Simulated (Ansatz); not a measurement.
# CdInCl3 (model cell, started as cubic perovskite with Cd in the octahedra): a soft mode frozen in, part 2 of 3

Wanted: the energy along a soft mode of CdInCl3 (model cell, started as cubic perovskite with Cd in the octahedra) and the structure at the end.

Ansatz 0.2.0; DFT PBEsol, scalar-relativistic, plane waves, PAW; PAW set soft_1.

So far, highest frequency on the path or at a solved wavevector (cm⁻¹): step 2 (response at finite wavevector) 313. Also lowest frequency on the path (cm⁻¹): step 2 -71.7.

The structure was built from a prototype and need not be the compound's stable phase.

## Step 5: Energy along the mode, all amplitudes (two of the runs are shown above)

An imaginary frequency means negative curvature, so the energy should fall and then rise again as anharmonic terms take over.

Numbers from this step:

```yaml
depth_at_the_lowest_point_sampled: 22.72 meV/atom
largest_atomic_shift_at_that_point: 0.6 Å
```

Table of energy from the parent by largest atomic shift:

| largest atomic shift (Å) | energy from the parent (meV/atom) |
| --- | --- |
| 0.000 | 0 |
| 0.040 | -0.212 |
| 0.080 | -0.841 |
| 0.140 | -2.52 |
| 0.220 | -5.91 |
| 0.320 | -11.3 |
| 0.450 | -18.4 |
| 0.600 | -22.7 |

Displacement at unit largest shift by atom:

| atom | x (Å) | y (Å) | z (Å) | size |
| --- | --- | --- | --- | --- |
| In1 | 0.00 | 0.00 | 0.00 | 0.00 |
| In2 | 0.00 | 0.00 | 0.00 | 0.00 |
| Cd3 | 0.00 | 0.00 | 0.00 | 0.00 |
| Cd4 | 0.00 | 0.00 | 0.00 | 0.00 |
| Cl5 | 1.00 | 0.00 | 0.00 | 1.00 |
| Cl6 | -1.00 | 0.00 | 0.00 | 1.00 |
| Cl7 | 0.00 | 0.00 | 0.00 | 0.00 |
| Cl8 | 0.00 | 0.00 | 0.00 | 0.00 |
| Cl9 | 0.00 | 0.00 | -1.00 | 1.00 |
| Cl10 | 0.00 | 0.00 | 1.00 | 1.00 |

The lowest of the steps tried is the last one, at 0.6 Å, 22.7 meV/atom below the parent; the bottom of the well need not coincide with a step.

## Step 6: Relaxation from the frozen mode

Starting from the lowest point found, all atoms and the cell are let go, so that strain and other modes of the same symmetry can join in.

input.yaml

```yaml
crystal:
  lattice:
    - [5.1238010624, 5.1238010624, 0.0]
    - [5.1238010624, 0.0, 5.1238010624]
    - [5.1238010624, 0.0, -5.1238010624]
  atoms:
    - { symbol: In, position: [0.0, 0.0, 0.0] }
    - { symbol: In, position: [0.0, 0.5, 0.5] }
    - { symbol: Cd, position: [0.5, 0.25, 0.75] }
    - { symbol: Cd, position: [0.5, 0.75, 0.25] }
    - { symbol: Cl, position: [0.5, 0.5585502826, 0.5585502826] }
    - { symbol: Cl, position: [0.5, -0.0585502826, -0.0585502826] }
    - { symbol: Cl, position: [0.0, 0.0, 0.5] }
    - { symbol: Cl, position: [0.0, 0.5, 0.0] }
    - { symbol: Cl, position: [0.5, 0.4414497174, 0.0585502826] }
    - { symbol: Cl, position: [0.5, 0.0585502826, 0.4414497174] }
kpoints:
  mp_grid: { grid: [6, 6, 6] }
hamiltonian:
  xc: pbesol
  pseudopotentials: { kind: paw, azcp: { folder: soft_1 }, xc_functional: pbe }
scf:
  occupations: { method: fixed }
output:
  forces: true
  stress: true
  eigenvalues: true
relax:
  adjacent_minimum: "off"
  f_tol: 0.002
  max_steps: 120
  cell: { stress_tol: 0.03 }
```

Run with:

```sh
> ansatz run input.yaml --threads 4 --pin off --max-ram 16384MiB --backend cpu --events-out ev --progress --plain --runs-dir out
```

Numbers of over 12 decimals in the logs are rounded to 6 here.

What it wrote:

```text
[...]
Crystal: 10 atoms, lattice volume = 269.034 Å³
Basis set: ecut = 420 eV, 5209 PW (Γ), exchange–correlation on 100×100×100 points (8 copies of the dense FFT grid, shifted against one another)
Bands: 65, of which v1, the nominal top of the filled ones, is band 54 counted from 1 (53 counted from 0)
Symmetry: 16 space group operations
[...]
k-points: 30 of 216
[...]
SCF iter   1: F=—  HF=-33796.458516 eV  |F-HF|=—  |Δ(HF+E_count)|=         —  Δρ=5.23e-2  dr2=8.51e0  ethr=3.10e-3  ⟨swp⟩=4.8  Hψ=6324  notcnv=0  defer=223
[...]
SCF iter   9: F=-33793.185660 eV  HF=-33793.185660 eV  |F-HF|=5.34e-9  |Δ(HF+E_count)|=   4.63e-8  Δρ=1.16e-6  dr2=4.76e-9  ethr=9.26e-11  ⟨swp⟩=4.3  Hψ=5893  notcnv=0
SCF 1 converged in 9 iterations: F = -33793.185660 eV  dr2 = 4.76e-9
[...]
relax step   1: F+E_penalty+E_count = -33793.18565990 eV  Δ(F+E_penalty+E_count) = +0.000e0 eV  max|allowed force component| = 7.482e-3 eV/Å  Δτ_max = 0.0000 Å  P = -0.680 GPa  Ω = 269.034 Å³  (9 SCF iters, dr2 threshold 1.00e-7 eV, accepted)
Crystal: 10 atoms, lattice volume = 263.906 Å³
Basis set: ecut = 420 eV, 5077 PW (Γ), exchange–correlation on 100×100×100 points (8 copies of the dense FFT grid, shifted against one another)
[...]
iter 1 solved again at ethr=4.59e-6 eV; its pass at ethr=3.10e-3 eV (dr2=4.96e-3 eV) is discarded
[...]
SCF iter   5: F=-33793.225299 eV  HF=-33793.225298 eV  |F-HF|=3.30e-7  |Δ(HF+E_count)|=   1.47e-7  Δρ=1.96e-5  dr2=9.67e-7  ethr=9.26e-10  ⟨swp⟩=12.7  Hψ=11941  notcnv=0
SCF 2 converged in 5 iterations: F = -33793.225299 eV  dr2 = 9.67e-7
relax step   2: F+E_penalty+E_count = -33793.22529858 eV  Δ(F+E_penalty+E_count) = -3.964e-2 eV  max|allowed force component| = 1.971e-2 eV/Å  Δτ_max = 0.0237 Å  P = -0.097 GPa  Ω = 263.906 Å³  energy of the carried Pulay correction = +4.753e-4 eV  (5 SCF iters, dr2 threshold 1.00e-6 eV, accepted)
Crystal: 10 atoms, lattice volume = 260.823 Å³
Basis set: ecut = 420 eV, 5125 PW (Γ), exchange–correlation on 100×100×100 points (8 copies of the dense FFT grid, shifted against one another)
[...]
SCF iter   6: F=-33793.250942 eV  HF=-33793.250942 eV  |F-HF|=1.44e-7  |Δ(HF+E_count)|=   3.90e-7  Δρ=1.16e-5  dr2=3.18e-7  ethr=9.15e-10  ⟨swp⟩=14.5  Hψ=11145  notcnv=0
SCF 3 converged in 6 iterations: F = -33793.250942 eV  dr2 = 3.18e-7
relax step   3: F+E_penalty+E_count = -33793.25094211 eV  Δ(F+E_penalty+E_count) = -2.564e-2 eV  max|allowed force component| = 6.811e-4 eV/Å  Δτ_max = 0.0708 Å  P = +0.101 GPa  Ω = 260.823 Å³  energy of the carried Pulay correction = +7.686e-4 eV  (6 SCF iters, dr2 threshold 9.88e-7 eV, accepted)
[...]
relax step   4: F+E_penalty+E_count = -33793.25108186 eV  Δ(F+E_penalty+E_count) = -1.397e-4 eV  max|allowed force component| = 2.029e-3 eV/Å  Δτ_max = 0.0015 Å  P = -0.013 GPa  Ω = 261.597 Å³  energy of the carried Pulay correction = +6.945e-4 eV  (5 SCF iters, dr2 threshold 2.75e-8 eV, accepted)
[...]
relax step   5: F+E_penalty+E_count = -33793.25109630 eV  Δ(F+E_penalty+E_count) = -1.445e-5 eV  max|allowed force component| = 6.091e-4 eV/Å  Δτ_max = 0.0012 Å  P = +0.000 GPa  Ω = 261.528 Å³  energy of the carried Pulay correction = +7.010e-4 eV  (5 SCF iters, dr2 threshold 2.57e-10 eV, accepted)
Basis set: ecut = 420 eV, 5141 PW (Γ), exchange–correlation on 100×96×96 points (8 copies of the dense FFT grid, shifted against one another)
[...]
SCF iter   6: F=-33793.250432 eV  HF=-33793.250432 eV  |F-HF|=7.28e-12  |Δ(HF+E_count)|=  1.60e-10  Δρ=2.38e-8  dr2=2.53e-12  ethr=1.00e-12  ⟨swp⟩=4.0  Hψ=6140  notcnv=0
SCF 6 converged in 6 iterations: F = -33793.250432 eV  dr2 = 2.53e-12
relax step   6: F+E_penalty+E_count = -33793.25043172 eV  Δ(F+E_penalty+E_count) = +6.646e-4 eV  max|allowed force component| = 6.327e-4 eV/Å  Δτ_max = 0.0000 Å  P = -0.001 GPa  Ω = 261.528 Å³  stress off target by 1.38e-3 GPa  SCF on the basis re-selected at this cell (its energy is not comparable with the rows above)  (6 SCF iters)
basis re-selected at this cell: Δ(F+E_penalty+E_count) = +6.646e-4 eV, ΔP = -0.002 GPa vs the last step (what re-selecting the basis moved, of the pressure what is left beyond the Pulay correction that the steps carried, after the strain that the cell walked since its last selection, with what the two solves' SCF thresholds leave and, on support functions, any second-order correction that the steps lacked; it is no measure of the basis error at this ecutwfc). The dense FFT grid was sized anew with the basis: this SCF ran on 50×48×48 points, the steps before it on 50×50×50, so part of this shift can come from that change (see relax.cell in the input reference). [rest of the remark cut]
SCF converged after 6 iterations
Free energy (F): -33793.250432 eV
[...]
Internal energy: -33793.250432 eV  (E = F + TS)
E sigma→0 (E₀):  -33793.250432 eV
Fermi energy:    4.766434 eV
[...]
--- Forces (eV/Å), atoms counted from 1 ---
  atom   1  In     0.00000000     0.00000000    -0.00000000
  atom   2  In     0.00000000    -0.00000000     0.00000000
  atom   3  Cd     0.00000000    -0.00000000     0.00000000
  atom   4  Cd     0.00000000     0.00000000     0.00000000
  atom   5  Cl     0.00063271    -0.00000000    -0.00000000
  atom   6  Cl    -0.00063271     0.00000000     0.00000000
  atom   7  Cl     0.00000000     0.00000000    -0.00000000
  atom   8  Cl    -0.00000000    -0.00000000     0.00000000
  atom   9  Cl     0.00000000     0.00000000    -0.00063271
  atom  10  Cl     0.00000000    -0.00000000     0.00063271
  max |Σ_I F_I| component: 2.17e-19 eV/Å
--- Stress (GPa, compression-positive) ---
       -0.000990       0.000000       0.000000
        0.000000      -0.001378      -0.000000
        0.000000      -0.000000      -0.000990
  P = ⅓ Tr σ = -0.0011 GPa (-0.011 kbar)
--- Band table (eV; the first three rows and the last of 30) ---
  k-point 0: bands = [... 50 lower, 3.5828, 3.8915, 3.9375, 4.2297, 6.3950, 9.9169, 9.9169, 10.0513, ... 7 higher]
  k-point 1: bands = [... 50 lower, 3.7498, 3.7826, 3.8742, 4.2572, 6.6523, 9.4692, 9.5906, 9.8327, ... 7 higher]
  k-point 2: bands = [... 50 lower, 3.4957, 3.5724, 4.2639, 4.3602, 7.3276, 8.7797, 8.8503, 9.3204, ... 7 higher]
  k-point 29: bands = [... 50 lower, 3.3234, 3.8917, 3.9385, 4.6210, 8.3889, 9.0112, 9.1304, 9.1304, ... 7 higher]
--- Relaxed structure (5 steps of the walk, 5 accepted, 1 SCFs on fresh bases) ---
  F+E_penalty+E_count = -33793.25043172 eV   max|allowed force component| = 6.327e-4 eV/Å   (the final SCF, on the basis selected at the relaxed cell)
  cell:  # Å, volume = 261.5282 Å³
    - [4.984531, 5.263079, 0]
    - [4.984531, 0, 4.984531]
    - [4.984531, 0, -4.984531]
  atoms:
    - { symbol: In, position: [0, 0, 0] }
    - { symbol: In, position: [0, 0.5, 0.5] }
    - { symbol: Cd, position: [0.500000, 0.25, 0.75] }
    - { symbol: Cd, position: [0.500000, 0.75, 0.250000] }
    - { symbol: Cl, position: [0.500000, 0.567515, 0.567515] }
    - { symbol: Cl, position: [0.500000, -0.067515, -0.067515] }
    - { symbol: Cl, position: [0, 0.0, 0.5] }
    - { symbol: Cl, position: [0, 0.5, 0.0] }
    - { symbol: Cl, position: [0.500000, 0.432485, 0.067515] }
    - { symbol: Cl, position: [0.500000, 0.067515, 0.432485] }
```

Elapsed: 43 s, on 4 threads of Arm Neoverse V2, shared host; peak memory 0.94 GiB.

The steps of the relaxation:

| step | energy less that of the first step (eV) | largest force component (eV/Å) | pressure (GPa) | volume (Å³) |
| --- | --- | --- | --- | --- |
| 1 | 0.0000 | 0.0075 | -0.68 | 269.03 |
| 2 | -0.0396 | 0.0197 | -0.10 | 263.91 |
| 3 | -0.0653 | 0.0007 | 0.10 | 260.82 |
| 4 | -0.0654 | 0.0020 | -0.01 | 261.60 |
| 5 | -0.0654 | 0.0006 | 0.00 | 261.53 |
| 6* | -0.0648 | 0.0006 | 0.00 | 261.53 |

Relaxation steps marked * repeat the geometry before them on a plane-wave basis chosen anew for their cell, so energy and pressure can jump there.

The run keeps the 16 symmetry operations that it works with, so distortions that break them were not tested.

| conventional cell, symmetrised | before | after | change |
| --- | --- | --- | --- |
| a (Å) | 7.246 | 7.049 | -2.7 % |
| b (Å) | 7.246 | 7.049 | -2.7 % |
| c (Å) | 10.248 | 10.526 | +2.7 % |
| volume (Å³/atom) | 26.90 | 26.15 | -2.8 % |

The atoms that moved most (Å, as changes of fractional coordinates times the final cell):

| atom | dx | dy | dz | length |
| --- | --- | --- | --- | --- |
| Cl6 | -0.089 | 0.000 | 0.000 | 0.089 |
| Cl9 | 0.000 | 0.000 | -0.089 | 0.089 |
| Cl10 | 0.000 | 0.000 | 0.089 | 0.089 |
| Cl5 | 0.089 | 0.000 | 0.000 | 0.089 |

Final coordinates:

```cif
data_structure
_symmetry_space_group_name_H-M 'P 1'
_symmetry_Int_Tables_number 1
_cell_length_a 7.2488
_cell_length_b 7.0492
_cell_length_c 7.0492
_cell_angle_alpha 90.000
_cell_angle_beta 60.907
_cell_angle_gamma 60.907
_cell_volume 261.53
loop_
_atom_site_label
_atom_site_type_symbol
_atom_site_fract_x
_atom_site_fract_y
_atom_site_fract_z
_atom_site_occupancy
In1 In 0.00000 0.00000 0.00000 1
In2 In 0.00000 0.50000 0.50000 1
Cd3 Cd 0.50000 0.25000 0.75000 1
Cd4 Cd 0.50000 0.75000 0.25000 1
Cl5 Cl 0.50000 0.56751 0.56751 1
Cl6 Cl 0.50000 0.93249 0.93249 1
Cl7 Cl 0.00000 0.00000 0.50000 1
Cl8 Cl 0.00000 0.50000 0.00000 1
Cl9 Cl 0.50000 0.43249 0.06751 1
Cl10 Cl 0.50000 0.06751 0.43249 1
```

Numbers from this step:

```yaml
pressure: -0.001119 GPa
gap_on_the_k_mesh: 1.629 eV
volume_per_atom: 26.15 Å³
```

The distorted start has space group I4/mcm; the relaxation ends in I4/mcm.

## Step 7: The new phase in its own primitive cell

The relaxed structure is symmetrised, reduced to its primitive cell and relaxed tightly, as its phonons need.

input.yaml, the sections that differ from step 6:

```yaml
crystal:
  lattice:
    - [-3.5245954568, 3.5245954568, 5.2630793726]
    - [3.5245954568, -3.5245954568, 5.2630793726]
    - [3.5245954568, 3.5245954568, -5.2630793726]
  atoms:
    - { symbol: In, position: [0.75, 0.25, 0.5] }
    - { symbol: In, position: [0.25, 0.75, 0.5] }
    - { symbol: Cd, position: [0.0, 0.0, 0.0] }
    - { symbol: Cd, position: [0.5, 0.5, 0.0] }
    - { symbol: Cl, position: [0.1824851708, 0.6824851708, 0.8649703416] }
    - { symbol: Cl, position: [0.8175148292, 0.3175148292, 0.1350296584] }
    - { symbol: Cl, position: [0.25, 0.25, 0.0] }
    - { symbol: Cl, position: [0.75, 0.75, 0.0] }
    - { symbol: Cl, position: [0.6824851708, 0.8175148292, 0.5] }
    - { symbol: Cl, position: [0.3175148292, 0.1824851708, 0.5] }
relax:
  adjacent_minimum: "off"
  f_tol: 0.001
  max_steps: 60
  cell: { stress_tol: 0.01 }
# kpoints, hamiltonian, scf, output: as in step 6
```

What it wrote:

```text
[...]
Crystal: 10 atoms, lattice volume = 261.528 Å³
Basis set: ecut = 420 eV, 5141 PW (Γ), exchange–correlation on 100×100×100 points (8 copies of the dense FFT grid, shifted against one another)
Bands: 65, of which v1, the nominal top of the filled ones, is band 54 counted from 1 (53 counted from 0)
Symmetry: 16 space group operations
[...]
k-points: 30 of 216
[...]
- { symbol: In, position: [0.25, 0.75, 0.500000] }
    - { symbol: Cd, position: [0.0, 0.0, 0.0] }
    - { symbol: Cd, position: [0.5, 0.5, 0.0] }
    - { symbol: Cl, position: [0.1824851708, 0.682485, 0.8649703416] }
    - { symbol: Cl, position: [0.8175148292, 0.317515, 0.135030] }
    - { symbol: Cl, position: [0.25, 0.25, 0.0] }
    - { symbol: Cl, position: [0.75, 0.75, 0.0] }
    - { symbol: Cl, position: [0.6824851708, 0.8175148292, 0.5] }
    - { symbol: Cl, position: [0.317515, 0.1824851708, 0.5] }
[key lines of the parts left out:]
SCF converged after 7 iterations
Free energy (F): -33793.250432 eV
Fermi energy:    4.766434 eV
P = ⅓ Tr σ = -0.0011 GPa (-0.011 kbar)
```

Wall time 17 s (4 threads); peak memory 0.91 GiB.

Little changed from the start: no atom moved by 0.005 Å and no cell edge by 0.1 %.

Numbers from this step:

* direct gap on mesh: 2.165 eV

The largest force component left is 0.45 meV/Å and the pressure is -0.001 GPa, within the tolerances set. The cell now holds 26.15 Å³/atom.

[end of part 2 of 3]

[Logs are printed without paths, hosts, clocks, repeated set-up lines and the standing remarks that a program may print on its own settings, such as how far it seeks lower states.]

[Hosts, paths, dates, database ids (printed as entryN), source tags and the programs' standing remarks are cut or masked in the printed files.]
